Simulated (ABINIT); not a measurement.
# TiO2 (Rutile): G0W0 with ABINIT, start to end, part 2 of 3

How does a plane-wave GW calculation on TiO2 (Rutile) run from the first input to the gap?

ABINIT 10.8.3; LDA and many-body steps on it, plane waves. Known limits of the many-body steps: not at the basis limit; coarse k mesh.

So far. Step 2 (Ground state): The gap is direct, at Γ.

## Step 3: Bands along the symmetry lines

Level of this step: DFT, LDA, plane waves, norm-conserving pseudopotentials (ABINIT).

Levels along a band path, at the cheap level, show where the edges lie and whether the meshes to come will hold them.

run.abi

```
acell 3*1.0 Angstrom
rprim 
  4.592200000000 0.000000000000 0.000000000000
  0.000000000000 4.592200000000 0.000000000000
  0.000000000000 0.000000000000 2.957400000000
ntypat 2
znucl 22 8
natom 6
typat 1 1 2 2 2 2
xred 
  0.000000000000 0.000000000000 0.000000000000
  0.500000000000 0.500000000000 0.500000000000
  0.304960000000 0.304960000000 0.000000000000
  0.195040000000 0.804960000000 0.500000000000
  0.695040000000 0.695040000000 0.000000000000
  0.804960000000 0.195040000000 0.500000000000
pp_dirpath "pseudos"
pseudos "Ti.upf, O.upf"
ecut 38
iscf -2
irdden 1
kptopt 0
nkpt 75
kpt 
  0.00000000 0.00000000 0.00000000
  0.00000000 0.06250000 0.00000000
  0.00000000 0.12500000 0.00000000
  0.00000000 0.18750000 0.00000000
  0.00000000 0.25000000 0.00000000
  0.00000000 0.31250000 0.00000000
  0.00000000 0.37500000 0.00000000
  0.00000000 0.43750000 0.00000000
  0.00000000 0.50000000 0.00000000
  0.06250000 0.50000000 0.00000000
  0.12500000 0.50000000 0.00000000
  0.18750000 0.50000000 0.00000000
  0.25000000 0.50000000 0.00000000
  0.31250000 0.50000000 0.00000000
  0.37500000 0.50000000 0.00000000
  0.43750000 0.50000000 0.00000000
  0.50000000 0.50000000 0.00000000
  0.43750000 0.43750000 0.00000000
  0.37500000 0.37500000 0.00000000
  0.31250000 0.31250000 0.00000000
  0.25000000 0.25000000 0.00000000
  0.18750000 0.18750000 0.00000000
  0.12500000 0.12500000 0.00000000
  0.06250000 0.06250000 0.00000000
  0.00000000 0.00000000 0.00000000
  0.00000000 0.00000000 0.06250000
  0.00000000 0.00000000 0.12500000
  0.00000000 0.00000000 0.18750000
  0.00000000 0.00000000 0.25000000
  0.00000000 0.00000000 0.31250000
  0.00000000 0.00000000 0.37500000
  0.00000000 0.00000000 0.43750000
  0.00000000 0.00000000 0.50000000
  0.00000000 0.06250000 0.50000000
  0.00000000 0.12500000 0.50000000
  0.00000000 0.18750000 0.50000000
  0.00000000 0.25000000 0.50000000
  0.00000000 0.31250000 0.50000000
  0.00000000 0.37500000 0.50000000
  0.00000000 0.43750000 0.50000000
  0.00000000 0.50000000 0.50000000
  0.06250000 0.50000000 0.50000000
  0.12500000 0.50000000 0.50000000
  0.18750000 0.50000000 0.50000000
  0.25000000 0.50000000 0.50000000
  0.31250000 0.50000000 0.50000000
  0.37500000 0.50000000 0.50000000
  0.43750000 0.50000000 0.50000000
  0.50000000 0.50000000 0.50000000
  0.43750000 0.43750000 0.50000000
  0.37500000 0.37500000 0.50000000
  0.31250000 0.31250000 0.50000000
  0.25000000 0.25000000 0.50000000
  0.18750000 0.18750000 0.50000000
  0.12500000 0.12500000 0.50000000
  0.06250000 0.06250000 0.50000000
  0.00000000 0.00000000 0.50000000
  0.00000000 0.50000000 0.00000000
  0.00000000 0.50000000 0.06250000
  0.00000000 0.50000000 0.12500000
  0.00000000 0.50000000 0.18750000
  0.00000000 0.50000000 0.25000000
  0.00000000 0.50000000 0.31250000
  0.00000000 0.50000000 0.37500000
  0.00000000 0.50000000 0.43750000
  0.00000000 0.50000000 0.50000000
  0.50000000 0.50000000 0.00000000
  0.50000000 0.50000000 0.06250000
  0.50000000 0.50000000 0.12500000
  0.50000000 0.50000000 0.18750000
  0.50000000 0.50000000 0.25000000
  0.50000000 0.50000000 0.31250000
  0.50000000 0.50000000 0.37500000
  0.50000000 0.50000000 0.43750000
  0.50000000 0.50000000 0.50000000
istwfk *1
nband 36
nbdbuf 7
tolwfr 1e-07
nstep 50
prtwf 0
prtvol 0
indata_prefix "in"
outdata_prefix "out"
tmpdata_prefix "tmp"
```

The run is started by

```
$ OMP_NUM_THREADS=1 mpirun -n 4 abinit run.abi > log
```

Numbers of over 12 decimals in the logs are rounded to 6 here.

The program printed:

```text
.Version 10.8.3 of ABINIT. v10.8.2 released Aug 2026.

 Symmetries : space group P4_2/m n m (#136); Bravais tP (primitive tetrag.)
[... echo of the input left out ...]
== DATASET  1 ==================================================================
-   mpi_nproc: 4, omp_nthreads: 1 (-1 if OMP is not activated)

--- !DatasetInfo
iteration_state: {dtset: 1, }
dimensions: {natom: 6, nkpt: 75, mband: 36, nsppol: 1, nspinor: 1, nspden: 1, mpw: 4748, }
cutoff_energies: {ecut:  38.0, pawecutdg:  -1.0, }
electrons: {nelect:   4.80000000E+01, charge:   0.00000000E+00, occopt:   1.00000000E+00, tsmear:   1.00000000E-02, }

 Real(R)+Recip(G) space primitive vectors, cartesian coordinates (Bohr,Bohr^-1):
 R(1)=  8.6780003  0.0000000  0.0000000  G(1)=  0.1152339  0.0000000  0.0000000
 R(2)=  0.0000000  8.6780003  0.0000000  G(2)=  0.0000000  0.1152339  0.0000000
 R(3)=  0.0000000  0.0000000  5.5886760  G(3)=  0.0000000  0.0000000  0.1789333
 Unit cell volume ucvol=  4.2087028E+02 bohr^3
 Angles (23,13,12)=  9.00000000E+01  9.00000000E+01  9.00000000E+01 degrees

 getcut: wavevector=  0.0000  0.0000  0.0000  ngfft=  50  50  32
         ecut(hartree)=     38.000   => boxcut(ratio)=   2.06340

--- Pseudopotential description ------------------------------------------------
- Ti Generated using ONCVPSP code by D. R. Hamann
- 22.00000  12.00000  180309                  znucl, zion, pspdat
12 -1012 2 -1 1568                            pspcod,pspxc,lmax,lloc,mmax
     nproj     2     2     2
  pspatm : epsatm=   14.84363209
         --- l  ekb(1:nproj) -->
             0   11.277028    1.250396
             1    1.832338   -0.094357
             2   -5.297893   -1.508002
 pspatm: atomic psp has been read  and splines computed

- O Generated using ONCVPSP code by D. R. Hamann
-  8.00000   6.00000  201201                  znucl, zion, pspdat
12 -1012 2 -1 926                             pspcod,pspxc,lmax,lloc,mmax
     nproj     2     2     1
  pspatm : epsatm=    6.27558587
         --- l  ekb(1:nproj) -->
[...]
2   -1.033686
 pspatm: atomic psp has been read  and splines computed

--------------------------------------------------------------------------------

================================================================================
 prteigrs : about to open file out_EIG
 Non-SCF case, kpt    1 (  0.00000  0.00000  0.00000), residuals and eigenvalues=
  8.34E-08  2.96E-08  6.16E-08  9.96E-08  2.60E-08  4.85E-08  2.43E-08  3.06E-08
  1.63E-08  7.28E-08  1.83E-08  3.03E-08  1.55E-08  3.64E-08  3.90E-08  4.09E-08
  5.47E-08  7.26E-08  9.44E-08  6.14E-08  3.51E-08  6.46E-08  8.11E-08  4.50E-08
[...]
4.69E-06  8.53E-06  1.26E-05  3.03E-08
 -1.8742E+00 -1.8735E+00 -1.0162E+00 -1.0162E+00 -1.0099E+00 -1.0099E+00
 -1.0087E+00 -1.0074E+00 -4.6454E-01 -4.1946E-01 -3.9074E-01 -3.9073E-01
[...]
2.05E-05  3.09E-05  3.91E-08  5.12E-04
[...]
Non-SCF case, kpt   74 (  0.50000  0.50000  0.43750), residuals and eigenvalues=
[...]
Non-SCF case, kpt   75 (  0.50000  0.50000  0.50000), residuals and eigenvalues=
[...]
2.8736E-01  2.8736E-01  3.1074E-01  3.1074E-01  3.1080E-01  3.1080E-01
  4.1317E-01  4.1317E-01  4.1766E-01  4.1767E-01  6.1034E-01  6.1034E-01

--- !ResultsGS
iteration_state: {dtset: 1, }
comment   : Summary of ground state results
lattice_vectors:
- [  8.6780003,   0.0000000,   0.0000000, ]
- [  0.0000000,   8.6780003,   0.0000000, ]
- [  0.0000000,   0.0000000,   5.5886760, ]
lattice_lengths: [   8.67800,    8.67800,    5.58868, ]
lattice_angles: [ 90.000,  90.000,  90.000, ] # degrees, (23, 13, 12)
lattice_volume:   4.2087028E+02
convergence: {deltae:  0.000E+00, res2:  0.000E+00, residm:  9.998E-08, diffor:  0.000E+00, }
etotal    :  -1.85096270E+02
entropy   :   0.00000000E+00
fermie    :   1.92991521E-01
cartesian_stress_tensor: null
pressure_GPa: null
xred      :
- [  0.0000E+00,   0.0000E+00,   0.0000E+00, Ti]
- [  5.0000E-01,   5.0000E-01,   5.0000E-01, Ti]
- [  3.0496E-01,   3.0496E-01,   0.0000E+00,  O]
- [  1.9504E-01,   8.0496E-01,   5.0000E-01,  O]
- [  6.9504E-01,   6.9504E-01,   0.0000E+00,  O]
- [  8.0496E-01,   1.9504E-01,   5.0000E-01,  O]
cartesian_forces: null
force_length_stats: {min: null, max: null, mean: null, }

 Integrated electronic density in atomic spheres:
 ------------------------------------------------
 Atom  Sphere_radius  Integrated_density
[...]
================================================================================

 ----iterations are completed or convergence reached----

 Mean square residual over all n,k,spin=   48.861E-09; max=  99.980E-09
 reduced coordinates (array xred) for    6 atoms
[...]
0.695040000000      0.695040000000      0.000000000000
       0.804960000000      0.195040000000      0.500000000000

 cartesian coordinates (angstrom) at end:
[...]
length scales=  1.889726125908  1.889726125908  1.889726125908 bohr
              =  1.000000000000  1.000000000000  1.000000000000 angstroms
 prteigrs : about to open file out_EIG
 Eigenvalues (hartree) for nkpt=  75  k points:
 kpt#   1, nband= 36, wtk=  1.00000, kpt=  0.0000  0.0000  0.0000 (reduced coord)
[...]
kpt#   2, nband= 36, wtk=  1.00000, kpt=  0.0000  0.0625  0.0000 (reduced coord)
[...]
kpt#   3, nband= 36, wtk=  1.00000, kpt=  0.0000  0.1250  0.0000 (reduced coord)
[...]
kpt#  74, nband= 36, wtk=  1.00000, kpt=  0.5000  0.5000  0.4375 (reduced coord)
[...]
0.41718    0.41718    0.61137    0.61137
 kpt#  75, nband= 36, wtk=  1.00000, kpt=  0.5000  0.5000  0.5000 (reduced coord)
[...]
0.06227    0.06227    0.09237    0.09237    0.14527    0.14527    0.16794    0.16794
   0.28736    0.28736    0.31074    0.31074    0.31080    0.31080    0.41317    0.41317
   0.41766    0.41767    0.61034    0.61034

== END DATASET(S) ==============================================================
================================================================================

 -outvars: echo values of variables after computation  --------
            nband          36
             nkpt          75
          spgroup         136
 [... the other variables as echoed above ...]

 Calculation completed.
```

Wall time 40 s (4 MPI ranks of Arm Neoverse V2, shared host); peak memory 0.45 GiB; 2.7 min of CPU time.

This step gave:

```yaml
gap: 1.836 eV
k_of_the_valence_top: 0, 0, 0
k_of_the_conduction_bottom: 0, 0, 0
least_direct_gap: 1.836 eV
```

The gap is 1.836 eV, as in the run before at this level.

Electronic bands along the path, in eV, zero at the top of the highest filled band:

```csv
point,band 21,band 22,band 23,band 24,band 25,band 26,band 27,band 28
Γ,-0.71,-0.46,-0.46,0.00,1.84,2.12,2.39,2.48
halfway,-1.46,-1.08,-0.83,-0.24,2.14,2.45,2.71,2.78
X,-1.66,-1.66,-0.75,-0.75,2.51,2.51,3.01,3.01
halfway,-1.49,-1.49,-1.11,-1.11,2.24,2.24,2.75,2.75
M,-1.32,-1.32,-1.08,-1.08,1.88,1.88,2.51,2.51
halfway,-1.76,-1.15,-1.14,-0.41,1.91,2.49,2.55,3.02
Γ,-0.71,-0.46,-0.46,0.00,1.84,2.12,2.39,2.48
halfway,-1.80,-1.51,-1.51,-0.48,2.20,2.53,2.82,3.13
Z,-2.43,-2.43,-1.44,-1.44,2.97,2.97,3.16,3.16
halfway,-1.82,-1.82,-1.64,-1.64,2.43,2.43,3.17,3.17
R,-2.08,-2.08,-1.05,-1.05,1.86,1.86,3.19,3.19
halfway,-1.55,-1.55,-0.89,-0.89,2.13,2.13,3.20,3.20
A,-1.30,-1.30,-0.68,-0.68,2.57,2.57,3.20,3.20
halfway,-1.88,-1.59,-1.40,-1.22,2.07,2.76,3.17,3.18
Z,-2.43,-2.43,-1.44,-1.44,2.97,2.97,3.16,3.16
jump to X,-1.66,-1.66,-0.75,-0.75,2.51,2.51,3.01,3.01
halfway,-2.00,-2.00,-0.86,-0.86,2.54,2.54,3.18,3.18
R,-2.08,-2.08,-1.05,-1.05,1.86,1.86,3.19,3.19
jump to M,-1.32,-1.32,-1.08,-1.08,1.88,1.88,2.51,2.51
halfway,-1.82,-1.82,-1.37,-1.37,2.67,2.67,2.86,2.86
A,-1.30,-1.30,-0.68,-0.68,2.57,2.57,3.20,3.20
```

## Step 4: Empty states on the mesh, 2×2×4 mesh, 165 bands

The sums over transitions need many empty states on a uniform mesh; this step solves for them.

run.abi

```
acell 3*1.0 Angstrom
rprim 
  4.592200000000 0.000000000000 0.000000000000
  0.000000000000 4.592200000000 0.000000000000
  0.000000000000 0.000000000000 2.957400000000
ntypat 2
znucl 22 8
natom 6
typat 1 1 2 2 2 2
xred 
  0.000000000000 0.000000000000 0.000000000000
  0.500000000000 0.500000000000 0.500000000000
  0.304960000000 0.304960000000 0.000000000000
  0.195040000000 0.804960000000 0.500000000000
  0.695040000000 0.695040000000 0.000000000000
  0.804960000000 0.195040000000 0.500000000000
pp_dirpath "pseudos"
pseudos "Ti.upf, O.upf"
ecut 38
ngkpt 2 2 4
nshiftk 1
shiftk 0 0 0
kptopt 1
chksymbreak 0
irdden 1
istwfk *1
nband 165
prtvol 0
optdriver 6
gwr_task "HDIAGO"
paral_kgb 0
occopt 1
indata_prefix "in"
outdata_prefix "out"
tmpdata_prefix "tmp"
```

The program printed:

```text
[banner, memory and clock lines left out]
.Version 10.8.3 of ABINIT. v10.8.2 released Aug 2026.

 Symmetries : space group P4_2/m n m (#136); Bravais tP (primitive tetrag.)
[... echo of the input left out ...]
== DATASET  1 ==================================================================
-   mpi_nproc: 4, omp_nthreads: 1 (-1 if OMP is not activated)

--- !DatasetInfo
iteration_state: {dtset: 1, }
dimensions: {natom: 6, nkpt: 9, mband: 165, nsppol: 1, nspinor: 1, nspden: 1, mpw: 4748, }
cutoff_energies: {ecut:  38.0, pawecutdg:  -1.0, }
electrons: {nelect:   4.80000000E+01, charge:   0.00000000E+00, occopt:   1.00000000E+00, tsmear:   1.00000000E-02, }

.Using double precision arithmetic; gwpc =  8

- Reading GS density from: in_DEN

--- Pseudopotential description ------------------------------------------------
- Ti Generated using ONCVPSP code by D. R. Hamann
- 22.00000  12.00000  180309                  znucl, zion, pspdat
12 -1012 2 -1 1568                            pspcod,pspxc,lmax,lloc,mmax
     nproj     2     2     2
  pspatm : epsatm=   14.84363209
         --- l  ekb(1:nproj) -->
             0   11.277028    1.250396
             1    1.832338   -0.094357
             2   -5.297893   -1.508002
 pspatm: atomic psp has been read  and splines computed

- O Generated using ONCVPSP code by D. R. Hamann
-  8.00000   6.00000  201201                  znucl, zion, pspdat
12 -1012 2 -1 926                             pspcod,pspxc,lmax,lloc,mmax
     nproj     2     2     1
  pspatm : epsatm=    6.27558587
         --- l  ekb(1:nproj) -->
             0    6.026028    0.816167
             1   -4.798959   -1.172522
             2   -1.033686
 pspatm: atomic psp has been read  and splines computed

   2.62990117E+03                                ecore*ucvol(ha*bohr**3)

 Total charge density [el/Bohr^3]
)     Maximum=    1.3441E+00  at reduced coord.    0.0400    0.9600    0.9375
)     Minimum=    4.9157E-03  at reduced coord.    0.5000    0.0000    0.2500
   Integrated=    4.8000E+01

 === KS gaps after direct diagonalization ===
 Direct band gap semiconductor
 Fundamental gap:     1.836 (eV)
   VBM:     5.252 (eV) at k: [ 0.0000E+00,  0.0000E+00,  0.0000E+00]
   CBM:     7.087 (eV) at k: [ 0.0000E+00,  0.0000E+00,  0.0000E+00]
 Direct gap:         1.836 (eV) at k: [ 0.0000E+00,  0.0000E+00,  0.0000E+00]

== END DATASET(S) ==============================================================

 -outvars: echo values of variables after computation  --------
           etotal      0.0000000000E+00
            nband         165
             nkpt           9
          spgroup         136
 [... the other variables as echoed above ...]

 Calculation completed.
```

The job ended after 2.7 min (4 MPI ranks; peak memory 5 GiB).

This step gave:

```yaml
gap: 1.836 eV
k_of_the_valence_top: 0, 0, 0
k_of_the_conduction_bottom: 0, 0, 0
least_direct_gap: 1.836 eV
k_points_computed: 9
lowest_point_of_the_top_converged_band_above_the_valence_top: 84.9993 eV
```

On this mesh the gap is 1.836 eV.

## Step 5: Screening, 2×2×4 mesh, 157 bands, screening to 130.6 eV

The RPA dielectric matrix is built and inverted for each q.

This step: RPA screening on LDA, plane waves, norm-conserving pseudopotentials.

Edit run.abi of step 4 so:

```diff
@@ -24,10 +24,11 @@
 chksymbreak 0
-irdden 1
 istwfk *1
-nband 165
-prtvol 0
-optdriver 6
-gwr_task "HDIAGO"
-paral_kgb 0
 occopt 1
+irdwfk 1
+optdriver 3
+nband 157
+ecuteps 4.8
+inclvkb 2
+awtr 1
+symchi 1
 indata_prefix "in"
```

The program printed:

```text
.Version 10.8.3 of ABINIT. v10.8.2 released Aug 2026.

 Symmetries : space group P4_2/m n m (#136); Bravais tP (primitive tetrag.)
[... echo of the input left out ...]
== DATASET  1 ==================================================================
-   mpi_nproc: 4, omp_nthreads: 1 (-1 if OMP is not activated)

--- !DatasetInfo
iteration_state: {dtset: 1, }
dimensions: {natom: 6, nkpt: 9, mband: 157, nsppol: 1, nspinor: 1, nspden: 1, mpw: 4748, }
cutoff_energies: {ecut:  38.0, pawecutdg:  -1.0, }
electrons: {nelect:   4.80000000E+01, charge:   0.00000000E+00, occopt:   1.00000000E+00, tsmear:   1.00000000E-02, }

 SCREENING: Calculation of the susceptibility and dielectric matrices

 Based on a program developped by R.W. Godby, V. Olevano, G. Onida, and L. Reining.
 Incorporated in ABINIT by V. Olevano, G.-M. Rignanese, and M. Torrent.
.Using double precision arithmetic ; gwpc =  8

[... cell and pseudopotentials left out ...]
--------------------------------------------------------------------------------

 ==== K-mesh for the wavefunctions ====
 Number of points in the irreducible wedge :     9
[... list of points left out ...]
 Together with 16 symmetry operations and time-reversal symmetry
 yields    16 points in the full Brillouin Zone.

 ==== Q-mesh for the screening function ====
 Number of points in the irreducible wedge :     9
[... list of points left out ...]
 Together with 16 symmetry operations and time-reversal symmetry
 yields    16 points in the full Brillouin Zone.

 setmesh: FFT mesh size selected  =    36x   36x   24
          total number of points  =        31104

 vcoul_init : cutoff-mode = AUXILIARY_FUNCTION
 q-points for optical limit:   1
     1)      0.000010    0.000020    0.000030

- screening: taking advantage of time-reversal symmetry
- Maximum band index for partially occupied states nbvw = 24
- Remaining bands to be divided among processors   nbcw = 133
- Number of bands treated by each node ~33

 Number of electrons calculated from density =   48.0000; Expected =   48.0000
 average of density, n =  0.114049
 r_s =    1.2792
 omega_plasma =   32.5763 [eV]

 calculating chi0 at frequencies [eV] :
  1    0.000000E+00    0.000000E+00
  2    0.000000E+00    3.257632E+01

--------------------------------------------------------------------------------
  q-point number  1        q = ( 0.000000, 0.000000, 0.000000) [r.l.u.]
--------------------------------------------------------------------------------
[... chi0 elements left out ...]
 For q-point:  0.000010 0.000020 0.000030
  dielectric constant =   9.3338
  dielectric constant without local fields =   9.7645

  Average fulfillment of the sum rule on Im[epsilon] for q-point    1 :     66.17  [%]
[... wings left out ...]
  q-point number  2        q = ( 0.500000, 0.000000, 0.000000) [r.l.u.]
--------------------------------------------------------------------------------
[... chi0 elements left out ...]
  Average fulfillment of the sum rule on Im[epsilon] for q-point    2 :     72.23  [%]

 [... 7 further q-points ...]
```

Run time: 53 s. Hardware: 4 MPI ranks; peak memory 1.5 GiB.

This step gave:

```
ε∞ with local fields, on this mesh, along the program's q direction : 9.334
the same without local fields                                       : 9.764
plasma frequency                                                    : 32.58 eV
plane waves in the screening matrix                                 : 201
```

Local fields lower ε∞ by 4 %. On a Γ-centred mesh this coarse the value itself is usually too large, while a short band sum pulls it down.

(Part 2 of 3 ends here.)

[Paths, hosts, dates, memory and timing lines, banners, echoed tables and standing remarks are left out of the program output.]

[Logs are printed without paths, hosts, clocks, repeated set-up lines and the standing remarks that a program may print on its own settings, such as how far it seeks lower states.]

[Runs of the session that timed out or met a known fault of the program may be left out.]

[Hosts, paths, dates, database ids (printed as entryN), source tags and the programs' standing remarks are cut or masked in the printed files.]

[G0W0 gaps are taken among the corrected bands and points alone; a level outside them can change the order at an edge.]

[Where Ansatz stands beside ABINIT at settings called matched, ABINIT's density can come from a denser mesh and the files from another edition; pairs whose starting gaps differed by over 0.03 eV were left out, so agreement reads better than it is.]
